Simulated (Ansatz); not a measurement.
# Is ZrTi in the Bh ordering a stable metal?

The plan: relax ZrTi in the Bh ordering, check its phonons, and, if the lattice is stable, compute its Eliashberg function and ρ(T).

Main program and level: Ansatz 0.2.0; DFT PBEsol, scalar-relativistic, plane waves, PAW.

The structure was built from a prototype and need not be the compound's stable phase.

**1. Starting point**

The structure is hexagonal, space group P-6m2 (No. 187). Conventional cell: a = 3.069 Å, b = 3.069 Å, c = 5.012 Å, α = 90.00°, β = 90.00°, γ = 120.00°. Ti has 6 Ti at 3.07 Å and 6 Zr at 3.07 Å nearest. Zr has 6 Zr at 3.07 Å and 6 Ti at 3.07 Å nearest. Farther neighbours are not listed.

**2. Relaxation**

The structure is brought to rest under this functional.

The input, input.yaml:

```yaml
crystal:
  lattice:
    - [3.06945, 0.0, 0.0]
    - [-1.53472, 2.65822, 0.0]
    - [0.0, 0.0, 5.01241]
  atoms:
    - { symbol: Ti, position: [0.33333333, 0.66666667, 0.25] }
    - { symbol: Zr, position: [0.66666667, 0.33333333, 0.75] }
kpoints:
  mp_grid: { grid: [12, 12, 6] }
hamiltonian:
  xc: pbesol
scf:
  occupations: { method: gaussian, width: 0.1 }
output:
  forces: true
  stress: true
  eigenvalues: true
relax:
  adjacent_minimum: "off"
  f_tol: 0.005
  max_steps: 80
  cell: { stress_tol: 0.05 }
```

The run is started by

```bash
> ansatz run input.yaml --threads 4 --pin off --max-ram 8192MiB --backend cpu --events-out ev --progress --plain --runs-dir out
```

Numbers of over 12 decimals in the logs are rounded to 6 here.

The log of the run:

```text
Engine: ansatz 0.2.0, x86_64-unknown-linux-gnu
Pseudopotentials: kind: paw
Pseudopotential: Ti, paw, valence charge 12, recommended cutoff 420 eV (normal), Ti.paw.azcp
Pseudopotential: Zr, paw, valence charge 12, recommended cutoff 420 eV (normal), Zr.paw.azcp
Functional definition: PBEsol
  exchange = pbesol_x
  correlation = pbesol_c
Crystal: 2 atoms, lattice volume = 40.898 Å³
Basis set: ecut = 420 eV, 785 PW (Γ), exchange–correlation on 48×48×72 points (8 copies of the dense FFT grid, shifted against one another)
Bands: 16, of which v1, the nominal top of the filled ones, is band 12 counted from 1 (11 counted from 0)
Symmetry: 12 space group operations
Space group: P-6m2 (ITA 187), of the structure as read, at distance tolerance 3.4e-5 Å
k-points: 76 of 864 (time reversal used)
Non-local potential: Ti, projectors of the file, l = 0: 3, l = 1: 2, l = 2: 3, l = 3: 1
Non-local potential: Zr, projectors of the file, l = 0: 3, l = 1: 2, l = 2: 2, l = 3: 2
PAW form: soft (Blöchl's): semilocal exchange-correlation on the pseudo side does not see the compensation charge
PAW frozen core: Ti, regenerated for the run's functional, and the local potential with it (the file was generated under x = pbe(κ = 0.804, μ = 0.219515), c = pbe(β = 0.066725))
PAW frozen core: Zr, regenerated for the run's functional, and the local potential with it (the file was generated under x = pbe(κ = 0.804, μ = 0.219515), c = pbe(β = 0.066725))
PAW one-centre angular grid: Ti, 590 points (default); XC on 64 Gauss nodes
PAW one-centre angular grid: Zr, 590 points (default); XC on 64 Gauss nodes
Initial density: superposition of atomic densities (neutral atoms: chi_scale 0, normalization atom), corrected by the library's trained network
Initial wavefunctions: pseudopotential atomic-orbital guess
Functional: x = pbesol(κ = 0.804, μ = 0.123457), c = pbesol(β = 0.046)
SCF iter   1: F=—  HF=-6602.360014 eV  |F-HF|=—  |Δ(HF+E_count)|=         —  Δρ=4.81e-3  dr2=9.08e-3  ethr=1.77e-3  ⟨swp⟩=4.5  Hψ=5043  notcnv=0
preconditioner: auto → none  [metal: Δε(μ)=0.024 eV  Ē_g=2.869 eV  σ=0.100 eV  W_gap=0.13  n_scr=8 (ndim 8)  ℏωp=16.4 eV  f_vac=0.000  D(μ)=2.27/eV (n_scr^D=22)  sad-step TF]
SCF iter   2: F=—  HF=-6602.358125 eV  |F-HF|=—  |Δ(HF+E_count)|=   1.89e-3  Δρ=2.81e-3  dr2=7.62e-3  ethr=3.78e-5  ⟨swp⟩=2.0  Hψ=2256  notcnv=0
SCF iter   3: F=—  HF=-6602.357551 eV  |F-HF|=—  |Δ(HF+E_count)|=   5.74e-4  Δρ=1.11e-3  dr2=1.18e-3  ethr=3.17e-5  ⟨swp⟩=2.0  Hψ=1478  notcnv=0
SCF iter   4: F=—  HF=-6602.357368 eV  |F-HF|=—  |Δ(HF+E_count)|=   1.83e-4  Δρ=5.23e-4  dr2=2.33e-4  ethr=4.91e-6  ⟨swp⟩=2.0  Hψ=1500  notcnv=0
SCF iter   5: F=—  HF=-6602.357361 eV  |F-HF|=—  |Δ(HF+E_count)|=   7.40e-6  Δρ=2.26e-4  dr2=4.26e-5  ethr=9.72e-7  ⟨swp⟩=1.0  Hψ=1213  notcnv=0
SCF iter   6: F=—  HF=-6602.357339 eV  |F-HF|=—  |Δ(HF+E_count)|=   2.18e-5  Δρ=6.03e-5  dr2=2.87e-6  ethr=1.77e-7  ⟨swp⟩=1.1  Hψ=1222  notcnv=0
SCF iter   7: F=-6602.357339 eV  HF=-6602.357339 eV  |F-HF|=6.16e-8  |Δ(HF+E_count)|=   9.85e-8  Δρ=8.65e-6  dr2=7.27e-8  ethr=4.17e-10  ⟨swp⟩=3.1  Hψ=4534  notcnv=0
SCF 1 converged in 7 iterations: F = -6602.357339 eV  dr2 = 7.27e-8
  greatest PAW one-centre occupation: 0.999 electrons in one spin orbital (limit 2), on the Ti atom at site 0 (counted from 0), in its partial waves of l = 0
relax step   1: F+E_penalty+E_count = -6602.35733859 eV  Δ(F+E_penalty+E_count) = +0.000e0 eV  max|allowed force component| = 7.864e-17 eV/Å  Δτ_max = 0.0000 Å  P = -3.852 GPa  Ω = 40.898 Å³  (7 SCF iters, dr2 threshold 1.00e-7 eV, accepted)
Crystal: 2 atoms, lattice volume = 37.556 Å³
Basis set: ecut = 420 eV, 723 PW (Γ), exchange–correlation on 48×48×72 points (8 copies of the dense FFT grid, shifted against one another)
Initial density: handed on by an earlier stage of this run
Initial wavefunctions: those handed on with the density
iter 1 solved again at ethr=1.19e-4 eV; its pass at ethr=3.10e-3 eV (dr2=2.87e-2 eV) is discarded
SCF iter   1: F=—  HF=-6602.356413 eV  |F-HF|=—  |Δ(HF+E_count)|=         —  Δρ=5.82e-3  dr2=2.89e-2  ethr=1.19e-4  ⟨swp⟩=1.0  Hψ=7944  notcnv=0
preconditioner: auto → none  [metal: Δε(μ)=0.018 eV  Ē_g=3.093 eV  σ=0.100 eV  W_gap=0.10  n_scr=8 (ndim 8)  ℏωp=17.1 eV  f_vac=0.000  D(μ)=2.33/eV (n_scr^D=22)]
SCF iter   2: F=—  HF=-6602.354158 eV  |F-HF|=—  |Δ(HF+E_count)|=   2.25e-3  Δρ=1.59e-3  dr2=1.15e-3  ethr=1.19e-4  ⟨swp⟩=1.4  Hψ=1257  notcnv=0
SCF iter   3: F=—  HF=-6602.354107 eV  |F-HF|=—  |Δ(HF+E_count)|=   5.13e-5  Δρ=6.20e-4  dr2=3.82e-4  ethr=4.78e-6  ⟨swp⟩=2.0  Hψ=1466  notcnv=0
SCF iter   4: F=—  HF=-6602.354094 eV  |F-HF|=—  |Δ(HF+E_count)|=   1.30e-5  Δρ=1.86e-4  dr2=7.37e-6  ethr=1.59e-6  ⟨swp⟩=1.4  Hψ=1254  notcnv=0
SCF iter   5: F=—  HF=-6602.354097 eV  |F-HF|=—  |Δ(HF+E_count)|=   2.40e-6  Δρ=3.13e-5  dr2=1.39e-7  ethr=3.07e-8  ⟨swp⟩=2.2  Hψ=1961  notcnv=0
SCF iter   6: F=-6602.354097 eV  HF=-6602.354097 eV  |F-HF|=5.35e-10  |Δ(HF+E_count)|=   1.07e-7  Δρ=3.84e-6  dr2=2.65e-9  ethr=5.81e-10  ⟨swp⟩=2.9  Hψ=3954  notcnv=0
SCF 2 converged in 6 iterations: F = -6602.354097 eV  dr2 = 2.65e-9
relax step   2: F+E_penalty+E_count = -6602.35409667 eV  Δ(F+E_penalty+E_count) = +3.242e-3 eV  max|allowed force component| = 1.388e-16 eV/Å  Δτ_max = 0.0000 Å  P = +5.373 GPa  Ω = 37.556 Å³  energy of the carried Pulay correction = +2.686e-4 eV  (6 SCF iters, dr2 threshold 2.00e-7 eV, rejected (line search))
Crystal: 2 atoms, lattice volume = 39.517 Å³
Basis set: ecut = 420 eV, 773 PW (Γ), exchange–correlation on 48×48×72 points (8 copies of the dense FFT grid, shifted against one another)
iter 1 solved again at ethr=6.64e-5 eV; its pass at ethr=3.10e-3 eV (dr2=1.59e-2 eV) is discarded
SCF iter   1: F=—  HF=-6602.383733 eV  |F-HF|=—  |Δ(HF+E_count)|=         —  Δρ=3.97e-3  dr2=1.60e-2  ethr=6.64e-5  ⟨swp⟩=1.0  Hψ=8223  notcnv=0
preconditioner: auto → none  [metal: Δε(μ)=0.015 eV  Ē_g=2.921 eV  σ=0.100 eV  W_gap=0.08  n_scr=8 (ndim 8)  ℏωp=16.7 eV  f_vac=0.000  D(μ)=2.20/eV (n_scr^D=22)]
SCF iter   2: F=—  HF=-6602.382635 eV  |F-HF|=—  |Δ(HF+E_count)|=   1.10e-3  Δρ=9.85e-4  dr2=4.74e-4  ethr=6.64e-5  ⟨swp⟩=1.4  Hψ=1246  notcnv=0
SCF iter   3: F=—  HF=-6602.382580 eV  |F-HF|=—  |Δ(HF+E_count)|=   5.50e-5  Δρ=4.94e-4  dr2=2.87e-4  ethr=1.97e-6  ⟨swp⟩=2.0  Hψ=1508  notcnv=0
SCF iter   4: F=—  HF=-6602.382570 eV  |F-HF|=—  |Δ(HF+E_count)|=   1.07e-5  Δρ=1.29e-4  dr2=3.72e-6  ethr=1.20e-6  ⟨swp⟩=1.4  Hψ=1250  notcnv=0
SCF iter   5: F=—  HF=-6602.382560 eV  |F-HF|=—  |Δ(HF+E_count)|=   9.05e-6  Δρ=2.29e-5  dr2=9.37e-8  ethr=1.55e-8  ⟨swp⟩=2.5  Hψ=1876  notcnv=0
SCF iter   6: F=—  HF=-6602.382559 eV  |F-HF|=—  |Δ(HF+E_count)|=   1.48e-6  Δρ=3.08e-6  dr2=1.24e-9  ethr=3.90e-10  ⟨swp⟩=2.1  Hψ=1604  notcnv=0
SCF iter   7: F=—  HF=-6602.382559 eV  |F-HF|=—  |Δ(HF+E_count)|=  9.00e-11  Δρ=2.79e-7  dr2=2.82e-11  ethr=5.15e-12  ⟨swp⟩=2.6  Hψ=2134  notcnv=0
SCF iter   8: F=-6602.382559 eV  HF=-6602.382559 eV  |F-HF|=9.09e-13  |Δ(HF+E_count)|=  2.73e-12  Δρ=7.50e-8  dr2=2.55e-12  ethr=1.00e-12  ⟨swp⟩=4.9  Hψ=4528  notcnv=0
SCF 3 converged in 8 iterations: F = -6602.382559 eV  dr2 = 2.55e-12
relax step   3: F+E_penalty+E_count = -6602.38255900 eV  Δ(F+E_penalty+E_count) = -2.522e-2 eV  max|allowed force component| = 1.665e-16 eV/Å  Δτ_max = 0.0000 Å  P = -0.446 GPa  Ω = 39.517 Å³  energy of the carried Pulay correction = +1.085e-4 eV  (8 SCF iters, accepted)
[...]
relax step   4: F+E_penalty+E_count = -6602.38350871 eV  Δ(F+E_penalty+E_count) = -9.497e-4 eV  max|allowed force component| = 1.388e-16 eV/Å  Δτ_max = 0.0000 Å  P = +0.154 GPa  Ω = 39.308 Å³  energy of the carried Pulay correction = +1.253e-4 eV  (6 SCF iters, dr2 threshold 2.00e-7 eV, accepted)
[...]
relax step   5: F+E_penalty+E_count = -6602.38355756 eV  Δ(F+E_penalty+E_count) = -4.885e-5 eV  max|allowed force component| = 1.284e-16 eV/Å  Δτ_max = 0.0000 Å  P = +0.044 GPa  Ω = 39.353 Å³  energy of the carried Pulay correction = +1.218e-4 eV  (6 SCF iters, dr2 threshold 1.13e-7 eV, accepted)
[...]
relax step   6: F+E_penalty+E_count = -6602.38356048 eV  Δ(F+E_penalty+E_count) = -2.919e-6 eV  max|allowed force component| = 1.665e-16 eV/Å  Δτ_max = 0.0000 Å  P = +0.000 GPa  Ω = 39.370 Å³  energy of the carried Pulay correction = +1.204e-4 eV  (6 SCF iters, dr2 threshold 8.76e-9 eV, accepted)
Initial wavefunctions: pseudopotential atomic-orbital guess (no wavefunctions were taken with the density)
iter 1 solved again at ethr=2.41e-8 eV; its pass at ethr=3.10e-3 eV (dr2=5.78e-6 eV) is discarded
SCF iter   1: F=—  HF=-6602.383447 eV  |F-HF|=—  |Δ(HF+E_count)|=         —  Δρ=3.28e-5  dr2=5.16e-8  ethr=2.41e-8  ⟨swp⟩=3.0  Hψ=8873  notcnv=0
preconditioner: auto → none  [metal: Δε(μ)=0.014 eV  Ē_g=2.947 eV  σ=0.100 eV  W_gap=0.08  n_scr=8 (ndim 8)  ℏωp=16.7 eV  f_vac=0.000  D(μ)=2.30/eV (n_scr^D=22)]
SCF iter   2: F=—  HF=-6602.383440 eV  |F-HF|=—  |Δ(HF+E_count)|=   6.88e-6  Δρ=1.61e-5  dr2=1.28e-8  ethr=2.15e-10  ⟨swp⟩=2.6  Hψ=2125  notcnv=0
SCF iter   3: F=—  HF=-6602.383440 eV  |F-HF|=—  |Δ(HF+E_count)|=   1.49e-8  Δρ=1.88e-6  dr2=1.51e-9  ethr=5.35e-11  ⟨swp⟩=2.8  Hψ=2062  notcnv=0
SCF iter   4: F=—  HF=-6602.383440 eV  |F-HF|=—  |Δ(HF+E_count)|=  1.27e-11  Δρ=6.70e-7  dr2=3.52e-10  ethr=6.28e-12  ⟨swp⟩=2.0  Hψ=1518  notcnv=0
SCF iter   5: F=—  HF=-6602.383440 eV  |F-HF|=—  |Δ(HF+E_count)|=  8.19e-12  Δρ=2.16e-7  dr2=3.12e-11  ethr=1.46e-12  ⟨swp⟩=1.0  Hψ=1216  notcnv=0
SCF iter   6: F=-6602.383440 eV  HF=-6602.383440 eV  |F-HF|=2.73e-12  |Δ(HF+E_count)|=    0.00e0  Δρ=3.56e-8  dr2=8.95e-13  ethr=1.00e-12  ⟨swp⟩=4.7  Hψ=4346  notcnv=0
SCF 7 converged in 6 iterations: F = -6602.383440 eV  dr2 = 8.95e-13
relax step   7: F+E_penalty+E_count = -6602.38343990 eV  Δ(F+E_penalty+E_count) = +1.206e-4 eV  max|allowed force component| = 1.249e-16 eV/Å  Δτ_max = 0.0000 Å  P = +0.001 GPa  Ω = 39.370 Å³  stress off target by 1.05e-3 GPa  SCF on the basis re-selected at this cell (its energy is not comparable with the rows above)  (6 SCF iters)
basis re-selected at this cell: Δ(F+E_penalty+E_count) = +1.206e-4 eV, ΔP = +0.001 GPa vs the last step (what re-selecting the basis moved, of the pressure what is left beyond the Pulay correction that the steps carried, after the strain that the cell walked since its last selection, with what the two solves' SCF thresholds leave and, on support functions, any second-order correction that the steps lacked; it is no m [...]
SCF converged after 6 iterations
Free energy (F): -6602.383440 eV
Harris-Foulkes:  -6602.383440 eV  (|F-HF|=2.73e-12)
Internal energy: -6602.371947 eV  (E = F + TS)
E sigma→0 (E₀):  -6602.377693 eV
Entropy (-TS):   -0.011493 eV (-5.747 meV/atom)
Fermi energy:    14.082692 eV
--- Per-component energies (eV) ---
  E_band       = -241.791526
  E_kinetic    = 606.407533
  E_local      = -1430.765076  (includes V_loc(G=0)·N_el)
  E_nonlocal   = 92.092262
  E_hartree    = 527.474973
  E_xc         = -257.372087
  E_vxc        = -312.136503  (∫ρ·V_xc dr)
  E_paw        = -3922.795375  (= ΣΔE_a)
  E_vpaw       = -252.339825  (= ΣTr[D̂ρ^β])
  E_aug_tail   = 0.000145  (compensation charges beyond the density's cutoff)
  E_ewald      = -2217.719427
  E_core_change = 0.305105  (= ΣΔE_core)
  E_smearing   = -0.011493  (= −TS)
  E_closure    = 0.000000  (closes the sum)
  Σ components = -6602.383440   (vs F -6602.383440, Δ=0.00e0)
--- Forces (eV/Å), atoms counted from 1 ---
  atom   1  Ti     0.00000000    -0.00000000    -0.00000000
  atom   2  Zr     0.00000000     0.00000000     0.00000000
  max |Σ_I F_I| component: 1.94e-16 eV/Å
--- Stress (GPa, compression-positive) ---
        0.001048      -0.000000      -0.000000
       -0.000000       0.001048      -0.000000
       -0.000000      -0.000000       0.000936
  P = ⅓ Tr σ = 0.0010 GPa (0.010 kbar)
--- Band table (eV; the first three rows and the last of 76) ---
  k-point 0: bands = [... 8 lower, 8.1787, 11.1366, 14.8550, 14.8550, 14.9986, 15.2655, 15.6124, 15.6124]
  k-point 1: bands = [... 8 lower, 8.4212, 11.0927, 14.7660, 14.7660, 14.7926, 14.9103, 15.3384, 15.3384]
  k-point 2: bands = [... 8 lower, 9.0924, 10.7885, 14.2160, 14.4969, 14.6897, 14.6897, 15.0266, 15.0266]
  k-point 75: bands = [... 8 lower, 12.4941, 12.5068, 13.0753, 13.1473, 13.9522, 14.1606, 15.8895, 15.9737]
--- Relaxed structure (6 steps of the walk, 5 accepted, 1 SCFs on fresh bases) ---
  F+E_penalty+E_count = -6602.38343990 eV   max|allowed force component| = 1.249e-16 eV/Å   (the final SCF, on the basis selected at the relaxed cell)
  cell:  # Å, volume = 39.3702 Å³
    - [3.058942, -2.8768700300452255e-6, 0]
    - [-1.529469, 2.649123, 0]
    - [0, 0, 4.858411]
  atoms:
    - { symbol: Ti, position: [0.333333, 0.666667, 0.250000] }
    - { symbol: Zr, position: [0.666667, 0.333333, 0.750000] }
```

Run time: 7.1 s. Hardware: 4 threads of AMD EPYC 9R14 (Zen 4), shared host; peak memory 0.5 GiB.

The steps of the relaxation:

| step | energy less that of the first step (eV) | largest force component (eV/Å) | pressure (GPa) | volume (Å³) |
| --- | --- | --- | --- | --- |
| 1 | 0.0000 | 0.0000 | -3.85 | 40.90 |
| 2 | 0.0032 | 0.0000 | 5.37 | 37.56 |
| 3 | -0.0252 | 0.0000 | -0.45 | 39.52 |
| 4 | -0.0262 | 0.0000 | 0.15 | 39.31 |
| 5 | -0.0262 | 0.0000 | 0.04 | 39.35 |
| 6 | -0.0262 | 0.0000 | 0.00 | 39.37 |
| 7* | -0.0261 | 0.0000 | 0.00 | 39.37 |

Relaxation steps marked * repeat the geometry before them on a plane-wave basis chosen anew for their cell, so energy and pressure can jump there. Relaxation step 2 was tried and not accepted.

The run keeps the 12 symmetry operations that it works with, so distortions that break them were not tested.

| conventional cell, symmetrised | before | after | change |
| --- | --- | --- | --- |
| a (Å) | 3.069 | 3.059 | -0.3 % |
| b (Å) | 3.069 | 3.059 | -0.3 % |
| c (Å) | 5.012 | 4.858 | -3.1 % |
| volume (Å³/atom) | 20.45 | 19.69 | -3.7 % |

The relaxed structure:

```xyz
2
Lattice="3.0589 0.0000 0.0000 -1.5295 2.6491 0.0000 0.0000 0.0000 4.8584" Properties=species:S:1:pos:R:3 pbc="T T T"
Ti    0.0000    1.7661    1.2146
Zr    1.5295    0.8830    3.6438
```

This step gave:

```yaml
pressure: 0.001011 GPa
volume_per_atom: 19.69 Å³
metallic_on_mesh: yes
gap_on_the_k_mesh: 0 eV
```

The largest force is now zero by symmetry and the largest stress component 0.0010 GPa.

**3. Relaxing tightly for phonons**

No force is left; the cell is relaxed once more with another smearing and tight thresholds.

input.yaml, the sections that differ from step 2:

```yaml
crystal:
  lattice:
    - [3.0589423447, -2.8769e-06, 0.0]
    - [-1.5294686809, 2.6491232176, 0.0]
    - [0.0, 0.0, 4.858410836]
  atoms:
    - { symbol: Ti, position: [0.3333333333, 0.6666666667, 0.25] }
    - { symbol: Zr, position: [0.6666666667, 0.3333333333, 0.75] }
scf:
  occupations: { method: methfessel_paxton, width: 0.2 }
relax:
  adjacent_minimum: "off"
  f_tol: 0.001
  max_steps: 60
  cell: { stress_tol: 0.01 }
# kpoints, hamiltonian, output: as in step 2
```

The log of the run:

```text
[the first part of the log is left out]
  E_xc         = -257.376432
  E_vxc        = -312.142192  (∫ρ·V_xc dr)
  E_paw        = -3922.789963  (= ΣΔE_a)
  E_vpaw       = -252.331473  (= ΣTr[D̂ρ^β])
  E_aug_tail   = 0.000145  (compensation charges beyond the density's cutoff)
  E_ewald      = -2217.824740
  E_core_change = 0.305105  (= ΣΔE_core)
  E_smearing   = 0.000612  (= −TS)
  E_closure    = 0.000000  (closes the sum)
  Σ components = -6602.377687   (vs F -6602.377687, Δ=0.00e0)
[...]
--- Stress (GPa, compression-positive) ---
        0.000001      -0.000000       0.000000
       -0.000000       0.000001       0.000000
        0.000000       0.000000      -0.000242
  P = ⅓ Tr σ = -0.0001 GPa (-0.001 kbar)
--- Band table (eV; the first three rows and the last of 76) ---
[...]
--- Relaxed structure (4 steps of the walk, 4 accepted, 1 SCFs on fresh bases) ---
[...]
cell:  # Å, volume = 39.3634 Å³
    - [3.060042, -2.8779239728577608e-6, 0.0]
    - [-1.530019, 2.650076, 0.0]
    - [0.0, 0.0, 4.854080]
  atoms:
    - { symbol: Ti, position: [0.333333, 0.666667, 0.250000] }
    - { symbol: Zr, position: [0.666667, 0.333333, 0.750000] }
```

Wall time 4.8 s (4 threads); peak memory 0.49 GiB; 17 s of CPU time.

Little changed from the start: no atom moved by 0.005 Å and no cell edge by 0.1 %.

Numbers from this step:

- pressure: -8.00e-5 GPa
- volume per atom: 19.68 Å³

The largest force is now zero by symmetry and the largest stress component 2.4e-4 GPa, small enough for phonons.

(Continued in part 2 of 3.)

[Logs are printed without paths, hosts, clocks, repeated set-up lines and the standing remarks that a program may print on its own settings, such as how far it seeks lower states.]

[Hosts, paths, dates, database ids (printed as entryN), source tags and the programs' standing remarks are cut or masked in the printed files.]
